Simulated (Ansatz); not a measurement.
# Sn wire along [110], 17 atoms a period, H-terminated: bands by functional, part 2 of 2

Wanted: the relaxed geometry and the bands of the Sn wire along [110], 17 atoms a period, H-terminated.

Ansatz 0.2.0; DFT PBE, plane waves, PAW; relaxation of a wire's period; PAW set soft_1 (the session's first sound run).

So far. Step 2 (The relaxed wire): The cell's length comes to 4.714 Å with spin left out.

## (3) Bands of the perfect wire

This step: DFT PBE, plane waves, PAW; bands of a perfect wire; PAW set soft_1 (Ansatz 0.2.0).

At the relaxed period the bands are computed along the axis; those that cross an energy going forward count the channels that a perfect wire would open there.

input.yaml reads:

```yaml
crystal:
  lattice:
    - [22.121, 0.0, 0.0]
    - [0.0, 19.062, 0.0]
    - [0.0, 0.0, 4.7141835856]
  atoms:
    - { symbol: H, position: [0.155535774, 0.572818018, 0.0] }
    - { symbol: Sn, position: [0.202604338, 0.5, 0.0] }
    - { symbol: Sn, position: [0.425360251, 0.622332233, 0.0] }
    - { symbol: H, position: [0.455583258, 0.817656506, 0.0] }
    - { symbol: Sn, position: [0.501289301, 0.743182097, 0.0] }
    - { symbol: Sn, position: [0.500282916, 0.5, 0.0] }
    - { symbol: Sn, position: [0.723034944, 0.620565421, 0.0] }
    - { symbol: H, position: [0.768218759, 0.695492523, 0.0] }
    - { symbol: Sn, position: [0.798159714, 0.5, 0.0] }
    - { symbol: H, position: [0.844846632, 0.5, 0.294655854] }
    - { symbol: Sn, position: [0.274976003, 0.5, 0.5] }
    - { symbol: H, position: [0.30648552, 0.305406582, 0.5] }
    - { symbol: H, position: [0.30648552, 0.694593418, 0.5] }
    - { symbol: Sn, position: [0.351857416, 0.380250088, 0.5] }
    - { symbol: Sn, position: [0.351857416, 0.619749912, 0.5] }
    - { symbol: Sn, position: [0.573716415, 0.256698061, 0.5] }
    - { symbol: Sn, position: [0.573716415, 0.743301939, 0.5] }
    - { symbol: Sn, position: [0.574986851, 0.5, 0.5] }
    - { symbol: H, position: [0.619439289, 0.182224516, 0.5] }
    - { symbol: H, position: [0.619439289, 0.817775484, 0.5] }
    - { symbol: Sn, position: [0.649657028, 0.377390234, 0.5] }
    - { symbol: Sn, position: [0.649657028, 0.622609766, 0.5] }
    - { symbol: H, position: [0.844846632, 0.5, 0.705344146] }
    - { symbol: H, position: [0.155535774, 0.427181982, 0.0] }
    - { symbol: Sn, position: [0.425360251, 0.377667767, 0.0] }
    - { symbol: H, position: [0.455583258, 0.182343494, 0.0] }
    - { symbol: Sn, position: [0.501289301, 0.256817903, 0.0] }
    - { symbol: Sn, position: [0.723034944, 0.379434579, 0.0] }
    - { symbol: H, position: [0.768218759, 0.304507477, 0.0] }
kpoints:
  mp_grid: { grid: [1, 1, 17] }
  band_path: { path: ["Γ", Z], npoints: 90 }
scf:
  occupations: { method: fermi_dirac, width: 0.05 }
hamiltonian:
  xc: pbe
  pseudopotentials: { kind: paw, azcp: { folder: soft_1 } }
output:
  dos: { e_range: [-5, 4] }
  write_potential: true
  write_density: true
  volumetric_format: npy
```

Launch:

```bash
$ ansatz run input.yaml --threads 8 --pin off --max-ram 16384MiB --backend cpu --events-out ev --progress --plain --runs-dir out
```

Numbers of over 12 decimals in the logs are rounded to 6 here.

The program printed:

```text
[...]
Crystal: 29 atoms, lattice volume = 1987.832 Å³
Basis set: ecut = 420 eV, 38789 PW (Γ)
Bands: 154, of which v1, the nominal top of the filled ones, is band 125 counted from 1 (124 counted from 0)
Symmetry: 4 space group operations
[...]
k-points: 9 of 17
[...]
SCF iter   1: F=—  HF=-102601.594617 eV  |F-HF|=—  |Δ(HF+E_count)|=         —  Δρ=2.49e-2  dr2=1.30e1  ethr=3.10e-3  ⟨swp⟩=6.9  Hψ=6215  notcnv=0  defer=51
[...]
SCF iter  12: F=-102598.035629 eV  HF=-102598.035629 eV  |F-HF|=5.65e-9  |Δ(HF+E_count)|=   5.51e-7  Δρ=7.84e-7  dr2=3.94e-8  ethr=4.00e-11  ⟨swp⟩=15.8  Hψ=5819  notcnv=0
SCF 1 converged in 12 iterations: F = -102598.035629 eV  dr2 = 3.94e-8
[...]
NSCF: frozen V_eff on 91 k-points
WARN: The output density's exchange-correlation potential varies sharply where the density is thin. Do not read a vacuum level from v_tot or v_xc, or from such a field of the output density. On a cell that repeats whose density bears no net charge and no dipole along the vacuum's axis use v_es (v_loc + v_h of the components); under efield.dipole_correction with no amplitude use v_es + v_field, which holds any externa [...]
SCF converged after 12 iterations
Free energy (F): -102598.035629 eV
[...]
Internal energy: -102598.035588 eV  (E = F + TS)
E sigma→0 (E₀):  -102598.035608 eV
Entropy (-TS):   -0.000040 eV (-0.001 meV/atom)
Fermi energy:    -0.716153 eV
[...]
--- Band table (eV; the first three rows and the last of 9) ---
  k-point 0: bands = [... 121 lower, -1.8379, -1.7157, -1.4357, -1.1101, -0.3210, -0.1017, -0.0985, 0.0240, ... 25 higher]
  k-point 1: bands = [... 121 lower, -1.8560, -1.6296, -1.6194, -1.4044, -0.0240, 0.0942, 0.1010, 0.2578, ... 25 higher]
  k-point 2: bands = [... 121 lower, -1.8942, -1.8708, -1.7961, -1.6252, 0.3863, 0.4983, 0.5027, 0.6492, ... 25 higher]
  k-point 8: bands = [... 121 lower, -2.4194, -2.3875, -2.3464, -2.2695, 0.4166, 0.4823, 0.9101, 0.9350, ... 25 higher]
```

Wall time 7.7 min (8 threads of Arm Neoverse V1, shared host); peak memory 13 GiB.

In the SCF lines HF is the Harris–Foulkes energy and dr2 the Hartree energy of the density residual, in eV; the loop may stop once dr2 is under the threshold and the program's other checks hold. Hψ counts applications of the Hamiltonian.

This step gave:

```yaml
band_gap: 0.7891 eV
```

The electronic bands at the labelled points (eV, zero at the Fermi level; v1 is the highest filled band, c1 the lowest empty one):

```
  point     v4     v3     v2     v1    c1    c2    c3    c4
      Γ  -1.12  -1.00  -0.72  -0.39  0.40  0.61  0.62  0.74
halfway  -1.38  -1.34  -1.31  -1.18  1.33  1.44  1.75  1.77
      Z  -1.71  -1.68  -1.60  -1.59  1.13  1.19  1.66  1.68
```

The gap is 0.789 eV, with spin left out.

On this path the gap is direct, 0.79 eV, with the valence top at Γ and the conduction bottom at Γ.

## (4) Another level of theory, cutoff 500 eV, k-mesh 1×1×13

This step: DFT r2SCAN, plane waves, PAW; bands of a perfect wire at the PBE geometry; PAW set soft_1 (Ansatz 0.2.0).

The atoms stay at the PBE geometry and the functional changes. r2SCAN also reads the kinetic-energy density; it often gives larger moments and wider gaps than PBE, at a higher cost. Against the first PBE run of this kind, the cutoff is 500 eV against 420 and the mesh along the wire has 13 points against 17.

input.yaml, as its differences from that of step 3:

```diff
@@ -36,3 +36,3 @@
 kpoints:
-  mp_grid: { grid: [1, 1, 17] }
+  mp_grid: { grid: [1, 1, 13] }
   band_path: { path: ["Γ", Z], npoints: 90 }
@@ -41,8 +41,3 @@
 hamiltonian:
-  xc: pbe
+  xc: r2scan
   pseudopotentials: { kind: paw, azcp: { folder: soft_1 } }
-output:
-  dos: { e_range: [-5, 4] }
-  write_potential: true
-  write_density: true
-  volumetric_format: npy
```

The program printed:

```text
[...]
Crystal: 29 atoms, lattice volume = 1987.832 Å³
Basis set: ecut = 500 eV, 50497 PW (Γ), exchange–correlation on 648×576×144 points (64 copies of the dense FFT grid, shifted against one another)
Bands: 154, of which v1, the nominal top of the filled ones, is band 125 counted from 1 (124 counted from 0)
Symmetry: 4 space group operations
[...]
k-points: 7 of 13
[...]
SCF iter   1: F=—  HF=-102845.543921 eV  |F-HF|=—  |Δ(HF+E_count)|=         —  Δρ=2.38e-2  dr2=1.17e1  dr2_τ=9.52e-2  ethr=3.10e-3  ⟨swp⟩=6.9  Hψ=4377  notcnv=0  defer=36
[...]
SCF iter  12: F=-102843.691212 eV  HF=-102843.691211 eV  |F-HF|=3.69e-8  |Δ(HF+E_count)|=   7.76e-7  Δρ=8.24e-7  dr2=3.59e-8  dr2_τ=6.07e-10  ethr=4.00e-11  ⟨swp⟩=16.7  Hψ=4726  notcnv=0
SCF 1 converged in 12 iterations: F = -102843.691212 eV  dr2 = 3.59e-8
[...]
SCF converged after 12 iterations
Free energy (F): -102843.691212 eV
[...]
Internal energy: -102843.691208 eV  (E = F + TS)
E sigma→0 (E₀):  -102843.691210 eV
Entropy (-TS):   -0.000004 eV (-0.000 meV/atom)
Fermi energy:    -0.720386 eV
[...]
--- Band table (eV; the first three rows and the last of 7) ---
  k-point 0: bands = [... 121 lower, -2.0105, -1.9009, -1.6059, -1.2604, -0.1763, -0.0185, -0.0136, 0.1192, ... 25 higher]
  k-point 1: bands = [... 121 lower, -2.0574, -1.8887, -1.7930, -1.6783, 0.2483, 0.3005, 0.3079, 0.4940, ... 25 higher]
  k-point 2: bands = [... 121 lower, -2.1393, -2.1289, -2.0996, -1.8493, 0.6967, 0.8363, 0.8649, 0.9360, ... 25 higher]
  k-point 6: bands = [... 121 lower, -2.6345, -2.6028, -2.5766, -2.4736, 0.5333, 0.6086, 0.9747, 1.0043, ... 25 higher]
```

The job ended after 12 min (8 threads; peak memory 13 GiB; 1.6 h of CPU time).

This step gave:

```yaml
band_gap: 1.084 eV
```

Electronic bands along the path, in eV, zero at the Fermi level; v1 is the highest filled band, c1 the lowest empty one:

```csv
point,v4,v3,v2,v1,c1,c2,c3,c4
Γ,-1.29,-1.18,-0.89,-0.54,0.54,0.70,0.71,0.84
halfway,-1.59,-1.54,-1.51,-1.37,1.47,1.59,1.83,1.85
Z,-1.93,-1.90,-1.82,-1.80,1.25,1.32,1.74,1.76
```

The gap is 1.08 eV, against 0.789 eV under PBE at the relaxed period.

## (5) Levels at the same atoms, level HSE06, cutoff 420 eV

This step: DFT HSE06, plane waves, PAW; levels of a perfect wire at the PBE geometry; PAW set soft_1 (Ansatz 0.2.0).

The atoms stay at the PBE geometry and the functional changes. HSE06 mixes in a quarter of short-range exact exchange, which removes part of the self-interaction that closes gaps; it is dear, so the mesh is thinner and no path is run. Against the first PBE run of this kind, the mesh along the wire has 7 points against 17.

input.yaml, as its differences from that of step 4:

```diff
@@ -36,4 +36,3 @@
 kpoints:
-  mp_grid: { grid: [1, 1, 13] }
-  band_path: { path: ["Γ", Z], npoints: 90 }
+  mp_grid: { grid: [1, 1, 7] }
 scf:
@@ -41,3 +40,3 @@
 hamiltonian:
-  xc: r2scan
+  xc: hse06
   pseudopotentials: { kind: paw, azcp: { folder: soft_1 } }
```

The program printed:

```text
[...]
Crystal: 29 atoms, lattice volume = 1987.832 Å³
Basis set: ecut = 420 eV, 38789 PW (Γ)
Bands: 154, of which v1, the nominal top of the filled ones, is band 125 counted from 1 (124 counted from 0)
Symmetry: 4 space group operations
[...]
k-points: 4 of 7
[...]
SCF iter  10: F=-102598.021184 eV  HF=-102598.021179 eV  |F-HF|=4.71e-6  |Δ(HF+E_count)|=   1.88e-5  Δρ=3.23e-5  dr2=1.37e-5  ethr=4.03e-8  ⟨swp⟩=4.0  Hψ=1303  notcnv=0
[...]
Fermi energy:    -0.723449 eV
[...]
--- Band table (eV) ---
  k-point 0: bands = [... 121 lower, -2.1974, -2.0708, -1.7658, -1.4050, -0.0383]
  k-point 1: bands = [... 121 lower, -2.3080, -2.2990, -2.2431, -2.0018, 0.8226]
  k-point 2: bands = [... 121 lower, -2.5831, -2.5200, -2.4544, -2.3884, 0.8729]
  k-point 3: bands = [... 121 lower, -2.8000, -2.7948, -2.7716, -2.6237, 0.7122]
  guard bands above this table: 28 of the run's 154 bands. The solve was not asked for them (output.publish_guard_bands: true or output.eigenvalues: true publishes all)
[key lines of the parts left out:]
Free energy (F): -102668.930429 eV
```

It took 17 min on 8 threads; peak memory 9.1 GiB; 2.2 h of CPU time.

Numbers from this step:

| Item | Value |
| --- | --- |
| band gap | 1.367 eV |

The gap is 1.37 eV, against 0.789 eV under PBE at the relaxed period.

## (6) Two-component spinors, k-mesh 1×1×11

This step: DFT PBE, plane waves, fully relativistic PAW; bands of a perfect wire with spin-orbit coupling; PAW set soft_1 (Ansatz 0.2.0).

Spin-orbit coupling mixes the spins and splits bands that cross or touch without it, so it can open or close channels. Fully relativistic datasets take the place of the scalar ones.

input.yaml, as its differences from that of step 5:

```diff
@@ -36,3 +36,4 @@
 kpoints:
-  mp_grid: { grid: [1, 1, 7] }
+  mp_grid: { grid: [1, 1, 11] }
+  band_path: { path: ["Γ", Z], npoints: 90 }
 scf:
@@ -40,3 +41,6 @@
 hamiltonian:
-  xc: hse06
-  pseudopotentials: { kind: paw, azcp: { folder: soft_1 } }
+  xc: pbe
+  pseudopotentials: { kind: paw_fr, azcp: { folder: soft_1 } }
+magnetization:
+  noncollinear: true
+  spin_orbit: true
```

The program printed:

```text
Engine: ansatz 0.2.0, aarch64-unknown-linux-gnu
Pseudopotentials: kind: paw_fr
Pseudopotential: H, paw, valence charge 1, recommended cutoff 420 eV (normal), soft_1/H.paw.azcp
Pseudopotential: Sn, paw, valence charge 14, recommended cutoff 420 eV (normal), soft_1/Sn.paw.azcp
Functional definition: PBE
  parameter kappa = 0.804
  parameter beta = 0.066725
  exchange = pbe_x(kappa = kappa, mu = beta*pi^2/3)
  correlation = pbe_c(beta = beta)
non-collinear run that drives no moment, with spin-orbit: no starting moment large enough to seed its density (crystal.atoms[].spin), no starting occupations that ask for one, no magnetisation constraint and no magnetic field, so the semilocal B_xc is pinned to zero
Crystal: 29 atoms, lattice volume = 1987.832 Å³
Basis set: ecut = 420 eV, 38789 PW (Γ)
Bands: 308, of which v1, the nominal top of the filled ones, is band 250 counted from 1 (249 counted from 0)
Symmetry: 4 space group operations + 4 with time reversal
Magnetic group: BNS 25.58 (UNI 156), of the structure as read, at distance tolerance 1.3e-4 Å
k-points: 6 of 11
Projection manifold: j_resolved (fully-relativistic pseudo-atomic orbitals)
Non-local potential: H, projectors of the file, resolved by j, l = 0: 2, l = 1: 2
Non-local potential: Sn, projectors of the file, resolved by j, l = 0: 2, l = 1: 4, l = 2: 4, l = 3: 2
PAW form: soft (Blöchl's): semilocal exchange-correlation on the pseudo side does not see the compensation charge
PAW one-centre angular grid: H, 110 points (default); XC on 64 Gauss nodes
PAW one-centre angular grid: Sn, 590 points (default); XC on 96 Gauss nodes
Initial density: superposition of atomic densities (neutral atoms: chi_scale 0, normalization atom)
Initial wavefunctions: pseudopotential atomic-orbital guess
Functional: x = pbe(κ = 0.804, μ = 0.219515), c = pbe(β = 0.066725)
SCF iter   1: F=—  HF=-102638.083761 eV  |F-HF|=—  |Δ(HF+E_count)|=         —  Δρ=2.48e-2  dr2=1.29e1  dr2_m=0.00e0 (ungated)  ethr=3.10e-3  |M|=0.00e0 ∫|m|=0.00e0 μB  |m|>n=0.0e0 m-floor=0.0e0 τ_xc=0.0e0  β_m=0.30  ⟨swp⟩=7.8  Hψ=8241  notcnv=0  defer=90
preconditioner: auto → Resta (q_TF=auto, 1.931 Å⁻¹)  ε∞=1.9  [insulator: Δε(μ)=0.571 eV  Ē_g=7.711 eV  σ=0.050 eV  W_gap=0.99  n_scr=248 (ndim 8)  ℏωp=7.4 eV  f_vac=0.585  D(μ)=0.02/eV (n_scr^D=0)  ε∞_Penn≈1.9  vacuum switching on, ρ_ref=4.3e-3 e/Å³]
spin=Noncollinear: Resta preconditioning applied to the charge; magnetization (m_x, m_y, m_z) channels mix plain (no charge-response kernel on spin).
SCF iter   2: F=—  HF=-102635.862355 eV  |F-HF|=—  |Δ(HF+E_count)|=    2.22e0  Δρ=1.54e-2  dr2=4.96e0  dr2_m=0.00e0 (ungated)  ethr=3.10e-3  |M|=0.00e0 ∫|m|=0.00e0 μB  |m|>n=0.0e0 m-floor=0.0e0 τ_xc=0.0e0  β_m=0.52  ⟨swp⟩=3.0  Hψ=2322  notcnv=0  defer=261
SCF iter   3: F=—  HF=-102634.710943 eV  |F-HF|=—  |Δ(HF+E_count)|=    1.15e0  Δρ=3.91e-3  dr2=1.05e0  dr2_m=0.00e0 (ungated)  ethr=1.99e-3  |M|=0.00e0 ∫|m|=0.00e0 μB  |m|>n=0.0e0 m-floor=0.0e0 τ_xc=0.0e0  β_m=0.49  ⟨swp⟩=4.0  Hψ=2676  notcnv=0  defer=256
SCF iter   4: F=—  HF=-102634.567202 eV  |F-HF|=—  |Δ(HF+E_count)|=   1.44e-1  Δρ=1.44e-3  dr2=8.84e-2  dr2_m=0.00e0 (ungated)  ethr=4.22e-4  |M|=0.00e0 ∫|m|=0.00e0 μB  |m|>n=0.0e0 m-floor=0.0e0 τ_xc=0.0e0  β_m=0.55  ⟨swp⟩=4.5  Hψ=2282  notcnv=0  defer=262
SCF iter   5: F=—  HF=-102634.572092 eV  |F-HF|=—  |Δ(HF+E_count)|=   4.89e-3  Δρ=5.90e-4  dr2=2.71e-2  dr2_m=0.00e0 (ungated)  ethr=3.54e-5  |M|=0.00e0 ∫|m|=0.00e0 μB  |m|>n=0.0e0 m-floor=0.0e0 τ_xc=0.0e0  β_m=0.51  ⟨swp⟩=2.8  Hψ=2248  notcnv=0  defer=262
SCF iter   6: F=—  HF=-102634.571513 eV  |F-HF|=—  |Δ(HF+E_count)|=   5.79e-4  Δρ=3.08e-4  dr2=2.63e-3  dr2_m=0.00e0 (ungated)  ethr=1.08e-5  |M|=0.00e0 ∫|m|=0.00e0 μB  |m|>n=0.0e0 m-floor=0.0e0 τ_xc=0.0e0  β_m=0.59  ⟨swp⟩=2.0  Hψ=2001  notcnv=0  defer=262
SCF iter   7: F=—  HF=-102634.573137 eV  |F-HF|=—  |Δ(HF+E_count)|=   1.62e-3  Δρ=1.23e-4  dr2=7.85e-4  dr2_m=0.00e0 (ungated)  ethr=1.05e-6  |M|=0.00e0 ∫|m|=0.00e0 μB  |m|>n=0.0e0 m-floor=0.0e0 τ_xc=0.0e0  β_m=0.59  ⟨swp⟩=2.0  Hψ=2176  notcnv=0  defer=262
SCF iter   8: F=—  HF=-102634.573440 eV  |F-HF|=—  |Δ(HF+E_count)|=   3.03e-4  Δρ=4.90e-5  dr2=3.04e-4  dr2_m=0.00e0 (ungated)  ethr=3.14e-7  |M|=0.00e0 ∫|m|=0.00e0 μB  |m|>n=0.0e0 m-floor=0.0e0 τ_xc=0.0e0  β_m=0.50  ⟨swp⟩=2.0  Hψ=2037  notcnv=0  defer=262
SCF iter   9: F=—  HF=-102634.573437 eV  |F-HF|=—  |Δ(HF+E_count)|=   2.83e-6  Δρ=2.15e-5  dr2=9.57e-6  dr2_m=0.00e0 (ungated)  ethr=1.22e-7  |M|=0.00e0 ∫|m|=0.00e0 μB  |m|>n=0.0e0 m-floor=0.0e0 τ_xc=0.0e0  β_m=0.63  ⟨swp⟩=2.0  Hψ=1864  notcnv=0  defer=262
SCF iter  10: F=—  HF=-102634.573323 eV  |F-HF|=—  |Δ(HF+E_count)|=   1.14e-4  Δρ=8.68e-6  dr2=1.93e-6  dr2_m=0.00e0 (ungated)  ethr=3.83e-9  |M|=0.00e0 ∫|m|=0.00e0 μB  |m|>n=0.0e0 m-floor=0.0e0 τ_xc=0.0e0  β_m=0.70  ⟨swp⟩=2.0  Hψ=2236  notcnv=0  defer=262
SCF iter  11: F=—  HF=-102634.573326 eV  |F-HF|=—  |Δ(HF+E_count)|=   3.79e-6  Δρ=2.70e-6  dr2=2.53e-7  dr2_m=0.00e0 (ungated)  ethr=7.71e-10  |M|=0.00e0 ∫|m|=0.00e0 μB  |m|>n=0.0e0 m-floor=0.0e0 τ_xc=0.0e0  β_m=0.76  ⟨swp⟩=2.0  Hψ=2068  notcnv=0  defer=262
SCF iter  12: F=-102634.573327 eV  HF=-102634.573327 eV  |F-HF|=5.10e-8  |Δ(HF+E_count)|=   5.15e-7  Δρ=9.11e-7  dr2=8.09e-8  dr2_m=0.00e0 (ungated)  ethr=4.00e-11  |M|=0.00e0 ∫|m|=0.00e0 μB  |m|>n=0.0e0 m-floor=0.0e0 τ_xc=0.0e0  ⟨swp⟩=44.8  Hψ=10008  notcnv=0
SCF 1 converged in 12 iterations: F = -102634.573327 eV  dr2 = 8.09e-8
[...]
NSCF: frozen V_eff on 91 k-points
```

It took 75 min on 8 threads; peak memory 14 GiB.

The run was cut off at the time limit after its SCF cycle had converged; no result of it is taken.

## (7) What came out

```yaml
cell_length_pbe: 4.714 Å
gap_pbe: 0.789 eV
gap_r2scan: 1.08 eV
gap_hse06: 1.37 eV
```

**Reading.** Under PBE the cell's length is 4.71 Å, and a gap of 0.79 eV makes it a semiconductor. At the relaxed period the wire is gapped under every functional, from 0.79 eV (PBE) to 1.37 eV (HSE06). Weak screening in one dimension makes quasiparticle gaps larger than the semilocal gaps, as a rule. A hybrid's gap is read on a coarse mesh, without a band path.

[Logs are printed without paths, hosts, clocks, repeated set-up lines and the standing remarks that a program may print on its own settings, such as how far it seeks lower states.]

[Hosts, paths, dates, database ids (printed as entryN), source tags and the programs' standing remarks are cut or masked in the printed files.]
